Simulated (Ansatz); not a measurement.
# How KZnF3 absorbs and reflects light

Aim: the dielectric function of KZnF3, and the optical constants that follow from it.

Main program and level: Ansatz 0.2.0; DFT, PBE, plane-wave PAW, default files, scalar-relativistic, independent-particle optical response without local fields.

Report form: the programs' logs are mostly left out.

## Step 1: The starting structure

The structure is cubic, space group Pm-3m (No. 221). The conventional cell has a = 4.050 Å, b = 4.050 Å, c = 4.050 Å, α = 90.00°, β = 90.00°, γ = 90.00°. Nearest to Zn lie 6 F at 2.02 Å. Nearest to K lie 12 F at 2.86 Å. Nearest to F lie 2 Zn at 2.02 Å and 4 K at 2.86 Å. Farther neighbours and most contacts between anions are not listed.

## Step 2: Ground state and bands

The self-consistent density comes first; it also tells whether there is a gap, which decides the occupations and the need for a Drude term.

This step: DFT, PBE, plane-wave PAW, default files, scalar-relativistic, ground state (Ansatz 0.2.0).

input.yaml

```yaml
crystal:
  lattice:
    - [4.05, 0.0, 0.0]
    - [0.0, 4.05, 0.0]
    - [0.0, 0.0, 4.05]
  atoms:
    - { symbol: Zn, position: [0.5, 0.5, 0.5] }
    - { symbol: K, position: [0.0, 0.0, 0.0] }
    - { symbol: F, position: [0.5, 0.0, 0.5] }
    - { symbol: F, position: [0.0, 0.5, 0.5] }
    - { symbol: F, position: [0.5, 0.5, 0.0] }
kpoints:
  mp_grid: { grid: [6, 6, 6] }
  band_path:
    path:
      - [[0.0, 0.0, 0.0], [0.0, 0.5, 0.0], [0.5, 0.5, 0.0], [0.0, 0.0, 0.0], [0.5, 0.5, 0.5], [0.0, 0.5, 0.0]]
      - [[0.5, 0.5, 0.0], [0.5, 0.5, 0.5]]
    npoints: 10
scf:
  occupations: { method: fermi_dirac, width: 0.05 }
  n_extra_bands: 9
hamiltonian:
  xc: pbe
  pseudopotentials: { kind: paw }
output:
  forces: true
  stress: true
  populations: true
  write_bands: true
  write_density: true
  write_potential: true
  elf: true
  volumetric_format: npy
```

Started as:

```sh
ansatz run input.yaml --threads 4 --pin off --max-ram 8192MiB --backend cpu --events-out ev --progress --plain --runs-dir out
```

The job ended after 2.2 s (4 threads of Arm Neoverse V1, shared host; peak memory 0.36 GiB).

This step gave:

| Property | Result |
| --- | --- |
| free energy | -7286.2576 eV |
| Fermi energy | 6.222 eV |
| gap by band count | 3.863 eV |
| electrons | 42 |
| symmetry operations | 48 |
| pressure | 4.553 GPa |
| gap on the k-mesh | 3.863 eV |
| volume | 66.43 Å³ |
| gap on the path | 3.863 eV |
| least direct gap on the path | 5.689 eV |

There is a gap, 3.86 eV on the path, so no carriers' term is needed. The cell is left with a pressure of 4.6 GPa, as it stands unrelaxed at this level.

The electronic bands at the labelled points (eV, zero at the Fermi level; v1 is the highest filled band, c1 the lowest empty one):

```csv
point,v4,v3,v2,v1,c1,c2,c3,c4
Γ,-4.04,-3.83,-3.83,-3.83,1.86,6.74,6.74,7.46
halfway,-3.99,-3.78,-3.78,-3.78,2.98,6.98,7.19,8.17
X,-4.00,-3.69,-3.69,-3.59,4.62,6.35,7.68,9.08
halfway,-3.88,-3.73,-3.64,-2.64,5.20,6.95,8.16,8.69
M,-3.78,-3.78,-3.48,-2.00,6.09,8.15,8.20,8.20
halfway,-3.89,-3.86,-3.80,-3.02,3.82,7.38,7.73,8.39
Γ,-4.04,-3.83,-3.83,-3.83,1.86,6.74,6.74,7.46
halfway,-3.98,-3.76,-3.05,-3.05,4.45,7.80,7.80,8.54
R,-3.46,-3.46,-2.00,-2.00,6.48,6.48,6.48,8.28
halfway,-3.72,-3.60,-3.12,-2.51,5.57,7.07,7.83,8.68
X,-4.00,-3.69,-3.69,-3.59,4.62,6.35,7.68,9.08
jump to M,-3.78,-3.78,-3.48,-2.00,6.09,8.15,8.20,8.20
halfway,-3.68,-3.47,-2.94,-2.00,6.25,7.13,7.13,8.86
R,-3.46,-3.46,-2.00,-2.00,6.48,6.48,6.48,8.28
```

Valence density in the ac plane at fractional y = 0.500, with atoms of Zn and F within 0.2 Å of it. It is the smooth field of the valence electrons, not physical close to the nuclei.

Ten steps, logarithmic in the rise over the least value, from '_' (0 e/Å³) to '@' (34 e/Å³), each cell a mean:
```
________::==**##++--..______
________..::==++==::________
__________..::::....________
....______..........______..
==--......::--==--......::--
**++--....--**##++--....==++
##**--::::++@@@@##==..::++##
##**--..::==%%@@**--..::==**
==--::....::==++--::....::==
::....____..::::....____..::
__________....::....________
________..::------..________
________..--****++--..______
________::==####**==..______
```
Atoms in or near the plane, at fractional coordinates: Zn at (0.50, 0.50), F at (0.00, 0.50), F at (0.50, 0.00).

Electrostatic potential energy in the ac plane at fractional y = 0.500, with atoms of Zn and F within 0.2 Å of it. With pseudopotentials it is smooth inside the atoms' cores, unlike the true potential.

Values in eV, 14 rows by 14 columns, each cell a mean:
```
 10  10  10  10   8 -13 -34 -37 -28  -5  10  10  10  10
 10  10  10  10   9   2 -18 -23 -11   5  10  10  10  10
 11  10  10  10   9   7   5   4   6   7   9  10  10  10
 11  10  10   9   7   4  -2  -4   0   5   8   9  10  10
-10  -2   8   7   1 -11 -21 -23 -18  -8   5   7   5  -5
-33 -26  -1   5  -7 -21 -31 -33 -28 -18   0   6 -11 -28
-38 -35 -11   4 -12 -26 -36 -38 -33 -23  -4   4 -23 -37
-37 -32  -6   5 -10 -24 -34 -36 -31 -21  -2   5 -18 -34
-18  -9   7   7  -1 -14 -24 -26 -21 -11   4   7   2 -13
  7   8   9   8   5  -1 -10 -12  -7   1   7   9   9   8
 10  10  10  10   8   7   5   4   5   7   9  10  10  10
 10  10  10  10   9   7  -6 -11  -1   8  10  10  10  10
 10  10  10  10   8  -9 -32 -35 -26  -2  10  10  10  10
 10  10  10  10   7 -18 -37 -39 -33 -10  11  11  10  10
```
Atoms in or near the plane, at fractional coordinates: Zn at (0.50, 0.50), F at (0.00, 0.50), F at (0.50, 0.00).

## Step 3: Spectrum

With the density converged, the vertical transitions are summed over the zone.

This step: DFT, PBE, plane-wave PAW, default files, scalar-relativistic, independent-particle optical response without local fields (Ansatz 0.2.0).

input.yaml, the sections that differ from step 2:

```yaml
kpoints:
  mp_grid: { grid: [6, 6, 6] }
scf:
  occupations: { method: fixed }
output:
  optics:
    e_range: [0, 20]
    de: 0.05
    sigma: 0.1
    nscf_kmesh: { grid: [6, 6, 6] }
    bands: { spectra_wanted_up_to: 20 }
# crystal, hamiltonian: as in step 2
```

The job ended after 11 s (4 threads; peak memory 0.7 GiB; 41 s of CPU time).

This step gave:

| Item | Value |
| --- | --- |
| electronic dielectric constant ε∞, mean over x, y and z (by symmetry where fewer were run) | 2.467 |
| absorption onset, first axis (α over 10⁴ cm⁻¹, or the direct gap if that lies higher) | 5.689 eV |
| main peak of Im epsilon, first axis | 13.06 eV |
| least direct gap on the mesh | 5.689 eV |
| bands summed | 53 |
| spectra valid up to | 30.76 eV |
| program's estimate of the k-sum error in Im epsilon | 0.06 % |
| electrons in the f-sum | 18.21 |

The Im ε, any direction has structure finer than the step of the table below, so its rows give means over 0.5 eV, whole bins alone (the curve runs from 0 to 20 eV). Peaks (eV: height): 7.85: 1.81, 8.65: 1.56, 11.10: 1.99, 13.05: 3.19, 15.30: 2.22.

The Im ε, any direction by photon energy; means over each step:

```csv
photon energy (eV),"Im ε, any direction"
5.0,0
5.5,0.0312
6.0,0.540
6.5,0.931
7.0,1.19
7.5,1.43
8.0,1.44
8.5,1.27
9.0,0.953
9.5,0.909
10.0,0.903
10.5,1.17
11.0,1.85
11.5,1.53
12.0,0.821
12.5,0.946
13.0,2.26
13.5,1.64
14.0,1.41
14.5,1.19
15.0,1.71
15.5,1.88
16.0,1.50
16.5,1.49
17.0,1.43
17.5,1.05
18.0,0.855
18.5,0.971
19.0,0.886
19.5,1.57
```

The Re ε, any direction by photon energy:

photon energy (eV), Re ε, any direction and a bar from the least value:
```
      0.0       2.47 #################
      0.5       2.47 #################
      1.0       2.48 #################
      1.5       2.49 #################
      2.0       2.51 ##################
      2.5       2.54 ##################
      3.0       2.58 ##################
      3.5       2.63 ###################
      4.0       2.69 ####################
      4.5       2.78 #####################
      5.0       2.92 #######################
      5.5       3.19 ##########################
      6.0       3.49 ##############################
      6.5       3.34 ############################
      7.0       3.13 #########################
      7.5       2.92 #######################
      8.0       2.05 ############
      8.5       2.63 ###################
      9.0       2.08 ############
      9.5       2.52 ##################
     10.0       2.36 ################
     10.5       2.86 ######################
     11.0       2.52 ##################
     11.5       1.78 ########
     12.0       1.83 #########
     12.5       2.77 #####################
     13.0       3.07 #########################
     13.5       1.78 ########
     14.0       1.46 ####
     14.5       1.94 ##########
     15.0       2.29 ###############
     15.5       1.26 ##
     16.0       1.48 #####
     16.5       1.35 ###
     17.0       1.21 #
     17.5       1.12 
     18.0       1.51 #####
     18.5       1.59 ######
     19.0       1.98 ###########
     19.5       2.59 ###################
     20.0       1.99 ###########
```

Values under 1 per cm are given as 1. The absorption coefficient, any direction by photon energy:

```csv
photon energy (eV),"absorption coefficient, any direction (1/cm)"
0.000,1
0.500,1
1.000,1
1.500,1
2.000,1
2.500,1
3.000,1
3.500,1
4.000,1
4.500,1
5.000,1
5.500,73.8
6.000,90908
6.500,1.7e5
7.000,2.4e5
7.500,3.1e5
8.000,4.0e5
8.500,3.3e5
9.000,2.8e5
9.500,2.6e5
10.000,2.5e5
10.500,3.5e5
11.000,6.4e5
11.500,6.1e5
12.000,3.2e5
12.500,3.5e5
13.000,9.9e5
13.500,7.5e5
14.000,7.3e5
14.500,5.8e5
15.000,7.9e5
15.500,1.1e6
16.000,9.0e5
16.500,9.5e5
17.000,1.0e6
17.500,7.8e5
18.000,5.8e5
18.500,7.1e5
19.000,5.9e5
19.500,9.6e5
20.000,1.4e6
```

The reflectivity at normal incidence, any direction has structure finer than the step of the table below, so its rows give means over 1 eV, whole bins alone (the curve runs from 0 to 20 eV). Peaks (eV: height): 7.8: 10.1, 8.6: 8.65, 11.0: 10.7, 13.1: 16.5, 15.3: 11.8.

Table of reflectivity at normal incidence, any direction by photon energy; means over each step:

```csv
photon energy (eV),"reflectivity at normal incidence, any direction (%)"
1,4.98
2,5.13
3,5.40
4,5.90
5,6.93
6,9.29
7,9.46
8,8.13
9,6.22
10,6.82
11,9.50
12,5.46
13,10.7
14,6.95
15,8.98
16,7.80
17,6.91
18,3.95
19,5.46
```

The loss function −Im 1/ε at q → 0, any direction has structure finer than the step of the table below, so its rows give means over 1 eV, whole bins alone (the curve runs from 0 to 20 eV). Peaks (eV: height): 8.0: 0.231, 8.8: 0.239, 11.8: 0.307, 13.2: 0.358, 13.9: 0.353, 17.4: 0.476.

Table of loss function −Im 1/ε at q → 0, any direction by energy loss; means over each step:

```csv
energy loss (eV),"loss function −Im 1/ε at q → 0, any direction"
5,1.4e-6
6,0.0406
7,0.106
8,0.171
9,0.171
10,0.131
11,0.201
12,0.201
13,0.209
14,0.293
15,0.244
16,0.359
17,0.413
18,0.312
19,0.196
```

Optical constants at common wavelengths, from n + ik = √ε:

```csv
wavelength (nm),n,k,R (%),1/α
1550,1.57,0.000,5.0,over 1 mm
532,1.59,0.000,5.2,over 1 mm
450,1.60,0.000,5.3,over 1 mm
405,1.61,0.000,5.4,over 1 mm
365,1.62,0.000,5.6,over 1 mm
308,1.64,0.000,5.9,over 1 mm
193,1.85,0.240,9.5,64 nm
```

Rows near the edge hang on the gap, which this functional as a rule makes too small, and phonon-assisted absorption is left out.

Through 1 µm of it, D65 light comes out colourless (x = 0.313, y = 0.329; 90 % transmitted).

The f-sum over the summed bands holds 18.2 of the cell's 42 electrons outside the frozen cores, 14 of which lie in bands more than 12 eV below the Fermi level, whose transitions come at higher energies. Up to 20 eV the strength has a mean oscillator energy of 12.5 eV, and these transitions give 67 % of ε∞ − 1 along x; the rest comes from higher ones.

## Step 4: Static response with local fields

A static field by perturbation theory: the induced potential is included, and the Born charges come with it.

This step: DFT, PBE, plane-wave PAW, default files, scalar-relativistic, static field response by perturbation theory with local fields (Ansatz 0.2.0).

input.yaml, as its differences from that of step 3:

```diff
@@ -18,8 +18,2 @@
   pseudopotentials: { kind: paw }
-output:
-  optics:
-    e_range: [0, 20]
-    de: 0.05
-    sigma: 0.1
-    nscf_kmesh: { grid: [6, 6, 6] }
-    bands: { spectra_wanted_up_to: 20 }
+dielectric: {}
```

It took 7.3 s on 4 threads; peak memory 0.53 GiB.

This step gave:

| Quantity | Value |
| --- | --- |
| electronic dielectric constant ε∞, mean over x, y and z (by symmetry where fewer were run) | 2.390 |

ε∞ with local fields:

```
2.39 0.00 0.00
0.00 2.39 0.00
0.00 0.00 2.39
```

Diagonal elements. Born, by row:

```csv
atom,Z*xx (e),Z*yy (e),Z*zz (e)
Zn1,2.32,2.32,2.32
K2,1.198,1.198,1.198
F3,-0.896,-1.725,-0.896
F4,-1.725,-0.896,-0.896
F5,-0.896,-0.896,-1.725
```

Mean Born charges are Zn +2.32, K +1.20 and F -1.17, against formal valences of +2, +1 and -1. The largest lies a little above its ionic value.

## Step 5: Summary of results

```json
{
  "gap on the path": "3.86 eV",
  "least direct gap on the path": "5.69 eV",
  "electronic dielectric constant ε∞, mean over x, y and z (by symmetry where fewer were run) (independent particles)": "2.47",
  "absorption onset, first axis (α over 10⁴ cm⁻¹, or the direct gap if that lies higher)": "5.69 eV",
  "main peak of Im epsilon, first axis": "13.1 eV",
  "electronic dielectric constant ε∞, mean over x, y and z (by symmetry where fewer were run) (static response with local fields)": "2.39"
}
```

At this level (PBE, independent particles) KZnF3 has ε∞ = 2.47 (2.39 with local fields) and n = 1.57 at 1550 nm; absorption sets in near 5.7 eV, and Im ε peaks at 13.1 eV. The gap is indirect (3.86 eV), so absorption without phonons can begin only at the direct gap of 5.69 eV. Absorption passes 10⁴ cm⁻¹ from the direct gap on, 5.69 eV, in the ultraviolet, so the visible is passed. Distinct maxima of Im ε, read by a parabola through the highest points, lie at 7.85 eV (1.8), 11.11 eV (2.0), 13.06 eV (3.2) and 15.28 eV (2.2). The f-sum over the summed bands holds 18.2 of the cell's 42 electrons outside the frozen cores, 14 of which lie in bands more than 12 eV below the Fermi level, whose transitions come at higher energies. Up to 20 eV the strength has a mean oscillator energy of 12.5 eV, and these transitions give 67 % of ε∞ − 1 along x; the rest comes from higher ones. Through 1 µm of it, D65 light comes out colourless (x = 0.313, y = 0.329; 90 % transmitted). With local fields and the functional's kernel the static response is 2.39 against 2.47 for independent particles (-3 %). In the base spectrum excitons and phonon-assisted transitions are missing, and so are local fields; PBE gaps are as a rule too small, which pulls the onset down and ε∞ up. In the base run ε includes the program's bounded estimate of what the bands above those summed add.

[Logs are printed without paths, hosts, clocks, repeated set-up lines and the standing remarks that a program may print on its own settings, such as how far it seeks lower states.]

[Hosts, paths, dates, database ids (printed as entryN), source tags and the programs' standing remarks are cut or masked in the printed files.]
